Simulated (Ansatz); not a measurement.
## MoS2 (P6_3/mmc): refractive index against wavelength

The refractive index of MoS2 (P6_3/mmc) along x below the direct gap (1.65 eV on the mesh) is read from one computed spectrum, n = √(Re ε). x, y and z are the Cartesian axes of the input cell.

Cell: a, b, c = 3.169, 3.169, 12.324 Å (primitive vectors), 6 atoms.

Method: Ansatz 0.2.0, PBE, independent particles, k-mesh 9×9×2 with interpolation inside its cells, Gaussian parameter 0.1 eV.

Launch of the response step: `ansatz run input.yaml --threads 4 --pin off --max-ram 8192MiB --backend cpu --events-out ev --progress --plain --runs-dir out`. The run took 84 s, on 4 threads of Intel(R) Xeon(R) Processor @ 2.50GHz (Skylake/Cascade Lake), on a shared host.

```tsv
wavelength (nm)	photon energy E (eV)	n
3000	0.413	4.0560
2000	0.620	4.0998
1550	0.800	4.1557
1310	0.946	4.2168
1064	1.165	?
```

In the single-oscillator model n² − 1 = E₀E_d/(E₀² − E²), so 1/(n² − 1) = E₀/E_d − E²/(E₀E_d) is linear in E².

Working, on the rows shown:

| x = E² (eV²) | y = 1/(n² − 1) |
| --- | --- |
| 0.170801 | 0.0647202 |
| 0.384302 | 0.0632577 |
| 0.639837 | 0.0614634 |
| 0.895757 | 0.0595898 |

Means: x̄ = 0.52267, ȳ = 0.062258. Σ(x − x̄)(y − ȳ) = -0.002093, Σ(x − x̄)² = 0.2959. Slope = -0.002093 / 0.2959 = -0.007075; intercept = ȳ − slope · x̄ = 0.065956. Turned back into n, the line misses the rows shown by at most 0.0011.

**Question.** Fill in the last column of the withheld row.

**Answer.** At x = 1.3578 the line gives y = 0.056349, that is 4.3297. The run gave 4.3439, so the extrapolation is off by 0.014, 5 % of the range in the table.

Refitted with all rows, the slope is -0.007378 and the intercept 0.066087. These give E₀ = √(intercept/−slope) = 2.99 eV and E_d = E₀/intercept = 45.3 eV; E₀ is 1.8 times the direct gap. The electronic limit at long wavelengths, without lattice vibrations, is n = √(1 + 1/intercept) = 4.016. The cell comes from an older database entry, whose edges can be off by a per cent or so. Excitons are left out and so are local fields; PBE gaps are as a rule too small. Spin-orbit coupling is left out.

[Logs are printed without paths, hosts, clocks, repeated set-up lines and the standing remarks that a program may print on its own settings, such as how far it seeks lower states.]
